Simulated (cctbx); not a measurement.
**CdPb2N: solution and refinement**

Cell a = 3.5780 Å, b = 3.5780 Å, c = 16.7130 Å, α = 90.00°, β = 90.00°, γ = 120.00°; space group P6_3/mmc (no. 194); content Pb4 Cd2 N2.

Simulated single-crystal data (cctbx): Mo Kα, λ = 0.71073 Å, to d = 0.65 Å, 70 % of the full sphere, strongest reflection 70000 counts, noise from counting, a 1.5 % proportional error and a noise floor of 2 counts (s.d.); no absorption.

Charge flipping in P1 on normalised amplitudes to 0.8 Å, δ = 1.2 σ, 10 % of the reflections treated as weak, 300 cycles:

```text
cycle      R  skewness
    0  0.538     0.37
   25  0.423     3.09
   50  0.430     3.11
   75  0.416     3.12
  100  0.427     3.33
  125  0.435     2.94
  150  0.408     3.26
  175  0.440     3.02
  200  0.428     3.15
  225  0.440     3.01
  250  0.439     3.37
  275  0.453     3.06
origin shift          correlation  skewness
 0.938  0.953  0.017      0.907      7.04
 0.938  0.953  0.184      0.908      6.40
 0.938  0.953  0.350      0.908      6.95
 0.474  0.604  0.311      0.828      1.44
taken: symmetry correlation 0.907, skewness 7.04
peak      x       y       z  mult  height/sigma
Q1    0.3333  0.6667  0.0805    4     16.1
Q2    0.3333  0.6667  0.7500    2     11.3
Q3    0.3333  0.6667  0.0113    4      1.7
Q4    0.2380  0.4761  0.1928   12      1.4
Q5    0.3333  0.6667  0.1471    4      1.3
Q6    0.0000  0.0000  0.0000    2      1.1
Q7    0.1720  0.3440  0.0403   12      1.0
Q8    0.0000  0.0000  0.1985    4      1.0
```

The origin is taken among those within 0.04 of the best correlation, by the skewness of the map.

Run time: 0.52 s on 1 thread of Arm Neoverse V2, on a shared host, peak memory 0.07 GiB.

**Question.** Which peaks are atoms, and which elements?

Heights go roughly as Z and multiplicities must add up to the content. First model: Q1 = Pb1 (4 in the cell, height 16.1), Q2 = Cd1 (2 in the cell, height 11.3) and Q6 = N1 (2 in the cell, height 1.1). Against the true structure, Q1 is Pb, Q2 is Cd and Q6 is N; the other peaks are not atoms.

Least squares on F², isotropic:

```text
Rint 0.015, 175 unique reflections to 0.65 A
cycle     R1     wR2    GooF  max shift (A)
   1  0.0962  0.2063  20.583   0.00342
   2  0.0043  0.0098   0.974   0.00000
final R1 0.0043 wR2 0.0098 GooF 0.974  parameters 4  data/parameter 43.8
atom        x        y        z      Ueq    occ   su(xyz)  su(Uiso or U11)
Pb1    0.33333  0.66667  0.08030   0.0123  1.000  0.00000  0.0000
Cd1    0.33333  0.66667  0.75000   0.0185  1.000  0.00000  0.0000
N1     0.00000  0.00000  0.00000   0.0268  1.000  0.00000  0.0006
difference map: max 0.33 min -0.38 rms 0.08
Q1    0.3333  0.6667  0.2203    4    0.33  2.12 A from Cd1
Q2    0.0000  0.0000  0.1722    4    0.28  2.44 A from Cd1
Q3    0.0442  0.3707  0.7500   12    0.27  1.05 A from Cd1
Q4    0.3333  0.6667  0.6307    4    0.24  1.99 A from Cd1
Q5    0.0847  0.3700  0.0756   24    0.20  0.99 A from Pb1
```

Anisotropic refinement:

```text
Rint 0.015, 175 unique reflections to 0.65 A
cycle     R1     wR2    GooF  max shift (A)
   1  0.0044  0.0098   0.988   0.00008
   2  0.0043  0.0096   0.970   0.00000
final R1 0.0043 wR2 0.0096 GooF 0.970  parameters 7  data/parameter 25.0
atom        x        y        z      Ueq    occ   su(xyz)  su(Uiso or U11)
Pb1    0.33333  0.66667  0.08030   0.0123  1.000  0.00000  0.0000
Cd1    0.33333  0.66667  0.75000   0.0185  1.000  0.00000  0.0001
N1     0.00000  0.00000  0.00000   0.0267  1.000  0.00000  0.0009
difference map: max 0.32 min -0.38 rms 0.08
Q1    0.3333  0.6667  0.2201    4    0.33  2.13 A from Cd1
Q2    0.0000  0.0000  0.1741    4    0.28  2.42 A from Cd1
Q3    0.0432  0.3707  0.7500   12    0.27  1.05 A from Cd1
Q4    0.3333  0.6667  0.6323    4    0.23  1.97 A from Cd1
Q5    0.0842  0.3706  0.0759   24    0.20  0.99 A from Pb1
Q6    0.0227  0.3542  0.1208   24    0.19  1.30 A from Pb1
```

**Reading.** The refinement ends at R1 = 0.0043, wR2 = 0.0096, GooF = 0.97, with difference density between -0.38 and 0.32 e/Å³. Every site matches the true model in element, within 0.001 Å r.m.s., up to an allowed shift of origin.

True model:

```csv
atom,mult.,x,y,z,Ueq (Å²)
Pb1,4,2/3,1/3,0.9197,0.0123
Cd1,2,1/3,2/3,3/4,0.0186
N1,2,0,0,0,0.0269
```

The model is made up (kin elements in a known structure type, no relaxation), so it says nothing on whether the phase exists.

[Middle refinement cycles are left out of these outputs.]

[Logs are printed without paths, hosts, clocks, repeated set-up lines and the standing remarks that a program may print on its own settings, such as how far it seeks lower states.]
